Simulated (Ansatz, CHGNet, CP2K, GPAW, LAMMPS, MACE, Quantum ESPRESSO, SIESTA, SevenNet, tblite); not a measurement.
# Quantum ESPRESSO runs on glassy 60SiO2-7Al2O3-17Li2O-17SrO (mol %) (89 atoms)

Aim: run glassy 60SiO2-7Al2O3-17Li2O-17SrO (mol %) (89 atoms) in Quantum ESPRESSO and see how near its forces come to a plane-wave reference, and at what cost.

Method: the method is named at each step, in Quantum ESPRESSO 7.5.

## Step 1: Set-up

The cell holds 89 atoms: 18 Si, 4 Al, 10 Li, 5 Sr and 52 O. Its edges and angles: a = 10.427 Å, b = 10.427 Å, c = 10.427 Å, α = 90.0°, β = 90.0°, γ = 90.0°. 89 atoms (18 Si, 4 Al, 10 Li, 5 Sr, 52 O) placed at random at 2.76 g/cm³, melted at 4000 K for 10 ps at fixed volume with the Morse and Coulomb pair potential with partial charges (Pedone, Malavasi, Menziani, Cormack and Segre, J. Phys. Chem. B 110, 11780 (2006)). Quenched from 4000 K to 300 K at 50 K/ps and fixed volume, held 10 ps at zero pressure.

The yardstick, on the same geometry:

- method: Kohn-Sham DFT, PBE, PAW, plane waves (Ansatz 0.2.0); cutoff 420 eV, Γ point, fermi-dirac smearing of 0.05 eV; PAW set soft_2
- r.m.s. force component: 1.436 eV/Å
- longest force: 6.462 eV/Å
- pressure: 4.327 GPa
- gap (highest filled to lowest empty level): 2.464 eV
- SCF cycles: 9
- time: 12 s on 4 threads of Arm Neoverse V2, shared host
- CPU time: 45 s

## Step 2: PBE, sssp-1.3.0-efficiency, 60/480 Ry

Method: Kohn-Sham DFT, PBE, SSSP efficiency 1.3.0 pseudopotentials, plane waves.

Input file pw.in:

```
&control
  calculation = 'scf'
  pseudo_dir = './pseudo'
  outdir = './tmp'
  disk_io = 'none'
  tprnfor = .true.
  tstress = .true.
/
&system
  ibrav = 0
  nat = 89
  ntyp = 5
  ecutwfc = 60
  ecutrho = 480
  nosym = .true.
  occupations = 'smearing'
  smearing = 'fd'
  degauss = 0.003675
/
&electrons
  conv_thr = 4.5e-07
  electron_maxstep = 100
  mixing_beta = 0.4
  mixing_mode = 'plain'
  diagonalization = 'david'
/
ATOMIC_SPECIES
Si 28.085 Si.upf
Al 26.982 Al.upf
Li 6.940 Li.upf
Sr 87.620 Sr.upf
O 15.999 O.upf
CELL_PARAMETERS angstrom
10.42707 0.00000 0.00000
0.00000 10.42707 0.00000
0.00000 0.00000 10.42707
ATOMIC_POSITIONS crystal
Si 0.38891 0.04161 0.08190
Si 0.29699 0.19417 0.56604
Si 0.69916 0.28982 0.75808
Si 0.73877 0.70078 0.87668
Si 0.46427 0.01945 0.38343
Si 0.86860 0.26227 0.15215
Si 0.67350 0.71874 0.29614
Si 0.50936 0.47323 0.26135
Si 0.67557 0.75408 0.60240
Si 0.24135 0.39617 0.35179
Si 0.14709 0.17754 0.15864
Si 0.11655 0.83143 0.60105
Si 0.39327 0.77373 0.53880
Si 0.66792 0.43309 0.00986
Si 0.08012 0.91100 0.30871
Si 0.02659 0.22260 0.64873
Si 0.23767 0.53013 0.96169
Si 0.65497 0.44637 0.50709
Al 0.23299 0.79106 0.09924
Al 0.98641 0.86658 0.89933
Al 0.94671 0.41461 0.42158
Al 0.80603 0.02047 0.73817
Li 0.21731 0.81893 0.84280
Li 0.25154 0.23811 0.85790
Li 0.99826 0.33774 0.93347
Li 0.16285 0.64244 0.42024
Li 0.52708 0.81106 0.05870
Li 0.68895 0.09431 0.98085
Li 0.63515 0.06484 0.22692
Li 0.37030 0.70056 0.29383
Li 0.80514 0.93194 0.12936
Li 0.44846 0.28144 0.92794
Sr 0.98833 0.52138 0.74012
Sr 0.99852 0.59845 0.14368
Sr 0.83467 0.02782 0.41090
Sr 0.40471 0.48409 0.70945
Sr 0.48946 0.98309 0.77158
O 0.80434 0.47334 0.48156
O 0.43560 0.06260 0.23305
O 0.69380 0.57781 0.96748
O 0.61588 0.35708 0.88292
O 0.49598 0.09404 0.99768
O 0.51557 0.78982 0.63008
O 0.35832 0.89543 0.06582
O 0.72983 0.66710 0.72613
O 0.15136 0.14828 0.57530
O 0.57590 0.56386 0.55252
O 0.11990 0.05279 0.25948
O 0.07385 0.68495 0.59065
O 0.27356 0.84661 0.61421
O 0.75586 0.89281 0.64661
O 0.36922 0.20963 0.70025
O 0.90444 0.30349 0.30059
O 0.28641 0.32628 0.48291
O 0.69574 0.75242 0.44831
O 0.68075 0.13761 0.76631
[... 29 atom lines left out ...]
O 0.64889 0.83882 0.21215
O 0.38139 0.09263 0.48792
O 0.21374 0.27614 0.24757
O 0.86733 0.97876 0.89778
K_POINTS gamma
```

On the command line:

```bash
$ OMP_NUM_THREADS=1 mpirun -np 4 pw.x -in pw.in > output.txt
```

Output:

```text
Program PWSCF
     gamma-point specific algorithms are used
     one sub-group per band group will be used
     scalapack distributed-memory algorithm (size of sub-group:  2*  2 procs)
     Parallelization info
     sticks:   dense  smooth     PW     G-vecs:    dense   smooth      PW
     Min        3707    1853    464               339460   120090   15056
     Max        3710    1856    466               339466   120096   15065
     Sum       14833    7417   1861              1357849   480369   60245
     bravais-lattice index     =            0
     lattice parameter (alat)  =      19.7043  a.u.
     unit-cell volume          =    7650.3881 (a.u.)^3
     number of atoms/cell      =           89
     number of atomic types    =            5
     number of electrons       =       476.00
     number of Kohn-Sham states=          286
     kinetic-energy cutoff     =      60.0000  Ry
     charge density cutoff     =     480.0000  Ry
     scf convergence threshold =      4.5E-07
     mixing beta               =       0.4000
     number of iterations used =            8  plain     mixing
     Exchange-correlation= SLA  PW   PBX  PBC
                           (   1   4   3   4   0   0   0)
     crystal axes: (cart. coord. in units of alat)
               a(1) = (   1.000000   0.000000   0.000000 )
               a(2) = (   0.000000   1.000000   0.000000 )
               a(3) = (   0.000000   0.000000   1.000000 )
     reciprocal axes: (cart. coord. in units 2 pi/alat)
               b(1) = (  1.000000  0.000000  0.000000 )
               b(2) = (  0.000000  1.000000  0.000000 )
               b(3) = (  0.000000  0.000000  1.000000 )
     PseudoPot. # 1 for Si:
     Pseudo is Ultrasoft + core correction, Zval =  4.0
     PseudoPot. # 2 for Al:
     Pseudo is Projector augmented-wave + core cor, Zval =  3.0
     PseudoPot. # 3 for Li:
     Pseudo is Ultrasoft, Zval =  3.0
     PseudoPot. # 4 for Sr:
     Pseudo is Ultrasoft + core correction, Zval = 10.0
     PseudoPot. # 5 for O :
     Pseudo is Projector augmented-wave + core cor, Zval =  6.0
     atomic species   valence    mass     pseudopotential
     Si                4.00    28.08500     Si( 1.00)
     Al                3.00    26.98200     Al( 1.00)
     Li                3.00     6.94000     Li( 1.00)
     Sr               10.00    87.62000     Sr( 1.00)
     O                 6.00    15.99900     O ( 1.00)
     No symmetry found
   Cartesian axes
     number of k points=     1  Fermi-Dirac smearing, width (Ry)=  0.0037
                       cart. coord. in units 2pi/alat
        k(    1) = (   0.0000000   0.0000000   0.0000000), wk =   2.0000000
     Dense  grid:   678925 G-vectors     FFT dimensions: ( 144, 144, 144)
     Smooth grid:   240185 G-vectors     FFT dimensions: ( 100, 100, 100)
     Initial potential from superposition of free atoms
     starting charge     471.3050, renormalised to     476.0000
     negative rho (up, down):  3.218E-01 0.000E+00
     Starting wfcs are  411 randomized atomic wfcs
     Self-consistent Calculation
     iteration #  1     ecut=    60.00 Ry     beta= 0.40
     negative rho (up, down):  3.213E-01 0.000E+00
     total energy              =   -3030.27585539 Ry
     estimated scf accuracy    <      20.14811213 Ry
     iteration #  2     ecut=    60.00 Ry     beta= 0.40
     negative rho (up, down):  3.241E-01 0.000E+00
     total energy              =   -3034.91828477 Ry
     estimated scf accuracy    <       1.02444814 Ry
     iteration #  3     ecut=    60.00 Ry     beta= 0.40
     negative rho (up, down):  3.278E-01 0.000E+00
     total energy              =   -3035.01275474 Ry
     estimated scf accuracy    <       0.36400180 Ry
     iteration #  4     ecut=    60.00 Ry     beta= 0.40
     negative rho (up, down):  3.304E-01 0.000E+00
     total energy              =   -3035.05020066 Ry
     estimated scf accuracy    <       0.05652975 Ry
     iteration #  5     ecut=    60.00 Ry     beta= 0.40
     c_bands:  1 eigenvalues not converged
     negative rho (up, down):  3.304E-01 0.000E+00
     total energy              =   -3035.05204610 Ry
     estimated scf accuracy    <       0.00946142 Ry
     iteration #  6     ecut=    60.00 Ry     beta= 0.40
     c_bands:  2 eigenvalues not converged
[...]
total energy              =   -3035.05297878 Ry
     estimated scf accuracy    <       0.00103807 Ry
[...]
total energy              =   -3035.05333909 Ry
[...]
total energy              =   -3035.05338616 Ry
[...]
total energy              =   -3035.05340530 Ry
[...]
iteration # 10     ecut=    60.00 Ry     beta= 0.40
[...]
total energy              =   -3035.05340653 Ry
     estimated scf accuracy    <       0.00000246 Ry
     iteration # 11     ecut=    60.00 Ry     beta= 0.40
[...]
total energy              =   -3035.05340780 Ry
     estimated scf accuracy    <       0.00000086 Ry
     iteration # 12     ecut=    60.00 Ry     beta= 0.40
     negative rho (up, down):  3.299E-01 0.000E+00
     End of self-consistent calculation
          k = 0.0000 0.0000 0.0000 ( 30123 PWs)   bands (ev):
   -40.5391 -40.5313 -40.1475 -40.1208 -39.8267 -39.7500 -39.7145 -39.6495
   -39.2260 -39.2049 -30.1450 -29.0614 -29.0596 -28.9197 -28.2952 -16.5587
   -16.4228 -16.2449 -15.9486 -15.7360 -15.6363 -15.4421 -15.2951 -15.2110
   -15.1393 -15.0848 -14.9524 -14.9305 -14.7681 -14.6983 -14.6453 -14.5840
   -14.5513 -14.4435 -14.3838 -14.3470 -14.2478 -14.1396 -14.0720 -13.9485
   -13.8942 -13.7342 -13.7170 -13.6907 -13.4128 -13.3522 -13.3250 -13.2438
[...]
10.7075  10.7496  10.8421  10.9063  10.9335  11.0083  11.0786  11.0979
    11.2482  11.2880  11.3363  11.4007  11.4901  11.5699  11.5760  11.6327
    11.6765  11.7489  11.7708  11.8314  11.9392  11.9624  11.9965  12.0940
    12.1965  12.2203  12.2771  12.3124  12.4296  12.4449
     the Fermi energy is     6.5132 ev
!    total energy              =   -3035.05340802 Ry
     estimated scf accuracy    <       0.00000002 Ry
     smearing contrib. (-TS)   =      -0.00000000 Ry
     internal energy E=F+TS    =   -3035.05340802 Ry
     The total energy is F=E-TS. E is the sum of the following terms:
     one-electron contribution =   -1020.32947257 Ry
     hartree contribution      =     752.77696621 Ry
     xc contribution           =    -644.71850140 Ry
     ewald contribution        =   -1490.02442865 Ry
     one-center paw contrib.   =    -632.75797161 Ry
     convergence has been achieved in  12 iterations
     negative rho (up, down):  3.299E-01 0.000E+00
     Forces acting on atoms (cartesian axes, Ry/au):
     atom    1 type  1   force =    -0.04075430    0.03282913    0.18559579
     atom    2 type  1   force =    -0.01968506   -0.01751937   -0.00408256
     atom    3 type  1   force =     0.06928891    0.09442231   -0.04726404
     atom    4 type  1   force =     0.06693180   -0.01826675    0.04757252
     atom    5 type  1   force =    -0.03852826   -0.05366074   -0.00743376
     atom    6 type  1   force =     0.05855999   -0.01614847    0.13868244
[...]
atom   87 type  5   force =    -0.02849107    0.00587270    0.00470609
     atom   88 type  5   force =     0.03793394    0.08720447    0.04844193
     atom   89 type  5   force =    -0.04424912    0.05756667   -0.01492854
     Total force =     0.931870     Total SCF correction =     0.000347
     Computing stress (Cartesian axis) and pressure
     negative rho (up, down):  3.299E-01 0.000E+00
          total   stress  (Ry/bohr**3)                   (kbar)     P=       45.49
   0.00040430  -0.00003564  -0.00006608           59.47       -5.24       -9.72
  -0.00003564   0.00038350   0.00008824           -5.24       56.42       12.98
  -0.00006608   0.00008824   0.00013992           -9.72       12.98       20.58
     Message from routine punch:
     Nothing written, as per user request (disk_io='none')
```

Elapsed: 2.5 min, on 4 MPI ranks of Arm Neoverse V2, shared host; peak memory 3.6 GiB; 10 min of CPU time.

Banners, paths, timers and routine set-up lines are dropped from the logs unmarked, and long logs keep their key lines alone; longer cuts are marked.

Numbers from this run, and their distance from the reference:

```
r.m.s. force component                           : 1.466 eV/Å
r.m.s. difference of force components            : 40.83 meV/Å
longest difference of force vectors              : 179.9 meV/Å
force difference over r.m.s. force               : 2.844 %
slope of forces against the reference's          : 1.021
correlation of force components                  : 0.9998
gap (highest filled to lowest empty level) : 2.469 eV
gap difference                                   : 0.0053 eV
pressure                                         : 4.549 GPa
pressure difference                              : 0.2216 GPa
```

Length of the force difference by element (eV/Å):

| element | atoms | mean | most |
| --- | --- | --- | --- |
| Al | 4 | 0.073 | 0.12 |
| Li | 10 | 0.0029 | 0.0067 |
| O | 52 | 0.070 | 0.18 |
| Si | 18 | 0.058 | 0.09 |
| Sr | 5 | 0.0037 | 0.0074 |

Levels nearest the highest filled one (eV from it): -1.39, -1.38, -1.32, -1.28, -1.22, -1.17, -1.07, -1.02, -0.85, -0.76, -0.15, 0.00, 2.47, 3.38, 3.95, 4.25, 4.31, 4.43, 4.55, 4.59, 4.69, 4.75, 4.89, 5.00.

Local excerpt of 9 atoms (numbers count through the whole input) about O62, which bears the longest force; x, y, z are measured from there.

| atom | x | y | z | distance (Å) | Fx | Fy | Fz (eV/Å) |
| --- | --- | --- | --- | --- | --- | --- | --- |
| O62 | 0.00 | 0.00 | 0.00 | 0.00 | 3.93 | -5.28 | -0.92 |
| Si17 | -0.84 | 1.25 | 0.09 | 1.51 | 0.53 | 3.56 | -3.62 |
| Li32 | 1.36 | -1.34 | -0.26 | 1.92 | 0.33 | 0.24 | 0.66 |
| Li24 | -0.70 | -1.79 | -0.99 | 2.16 | -1.12 | 0.35 | -0.60 |
| O67 | -2.34 | 0.87 | 0.13 | 2.50 | -4.88 | -1.34 | -0.02 |
| O64 | -0.52 | 2.21 | -1.27 | 2.60 | -0.04 | 0.04 | 0.11 |
| O80 | -0.62 | 2.29 | 1.26 | 2.69 | 1.05 | 1.94 | 3.67 |
| Sr36 | 0.90 | 0.77 | -2.54 | 2.80 | 0.12 | 0.27 | -0.86 |
| O85 | 2.61 | 0.16 | 1.83 | 3.19 | -0.73 | -0.92 | -1.70 |

Forces lie 2.8 % from the reference's, at 13 times its CPU time.

## Step 3: PBE, sg15-1.2, 80/320 Ry

Method: Kohn-Sham DFT, PBE, SG15 1.2 norm-conserving pseudopotentials, plane waves.

The pseudopotential files are exchanged too: ./pseudo now holds the set sg15-pbe-1.2.

Changes to pw.in since step 2:

```diff
@@ -12,4 +12,4 @@
   ntyp = 5
-  ecutwfc = 60
-  ecutrho = 480
+  ecutwfc = 80
+  ecutrho = 320
   nosym = .true.
```

Output:

```text
[banner, memory and clock lines left out]
Program PWSCF
     gamma-point specific algorithms are used
     one sub-group per band group will be used
     bravais-lattice index     =            0
[... lines left out ...]
     number of k points=     1  Fermi-Dirac smearing, width (Ry)=  0.0037
[... lines left out ...]
     total energy              =   -2816.99790552 Ry
[... lines left out ...]
     total energy              =   -2819.83564786 Ry
[... lines left out ...]
     total energy              =   -2819.92674768 Ry
[... lines left out ...]
     total energy              =   -2819.94956775 Ry
[... lines left out ...]
     total energy              =   -2819.94956823 Ry
[... lines left out ...]
     the Fermi energy is     6.6585 ev
!    total energy              =   -2819.94956847 Ry
     estimated scf accuracy    <       0.00000004 Ry
     smearing contrib. (-TS)   =      -0.00000000 Ry
     internal energy E=F+TS    =   -2819.94956847 Ry
     The total energy is F=E-TS. E is the sum of the following terms:
     one-electron contribution =   -1577.98148910 Ry
     hartree contribution      =     979.74297394 Ry
     xc contribution           =    -559.12670618 Ry
     ewald contribution        =   -1662.58434712 Ry
     convergence has been achieved in  11 iterations
     Forces acting on atoms (cartesian axes, Ry/au):
     atom    1 type  1   force =    -0.03722073    0.03267057    0.18077642
     atom    2 type  1   force =    -0.01966254   -0.01785691   -0.00280950
     atom    3 type  1   force =     0.06968124    0.09267454   -0.04732052
[...]
atom   88 type  5   force =     0.03717904    0.08557152    0.04643734
     atom   89 type  5   force =    -0.04020240    0.05396943   -0.01812741
     Total force =     0.924290     Total SCF correction =     0.000331
     Computing stress (Cartesian axis) and pressure
          total   stress  (Ry/bohr**3)                   (kbar)     P=       44.97
   0.00039928  -0.00003448  -0.00006711           58.74       -5.07       -9.87
  -0.00003448   0.00037678   0.00008706           -5.07       55.43       12.81
  -0.00006711   0.00008706   0.00014095           -9.87       12.81       20.74
     Message from routine punch:
     Nothing written, as per user request (disk_io='none')
```

It took 2.1 min on 4 MPI ranks; peak memory 2.3 GiB.

Against the reference:

- r.m.s. force component: 1.454 eV/Å
- r.m.s. difference of force components: 50.63 meV/Å
- longest difference of force vectors: 200 meV/Å
- force difference over r.m.s. force: 3.527 %
- slope of forces against the reference's: 1.012
- correlation of force components: 0.9995
- gap (highest filled to lowest empty level): 2.476 eV
- gap difference: 0.0124 eV
- pressure: 4.497 GPa
- pressure difference: 0.1696 GPa

Against the first run (2.8 %), the force difference from the reference is 3.5 %, at 0.82 times the CPU time.

The difference per atom is largest on O (0.10 eV/Å on average, against 0.041 on Si).

(Continued in part 2 of 2.)

[Also dropped from logs without a mark: logging warnings of Python, and SIESTA's first energy breakdown and zero terms.]

[Logs are printed without paths, hosts, clocks, repeated set-up lines and the standing remarks that a program may print on its own settings, such as how far it seeks lower states.]

[Hosts, paths, dates, database ids (printed as entryN), source tags and the programs' standing remarks are cut or masked in the printed files.]
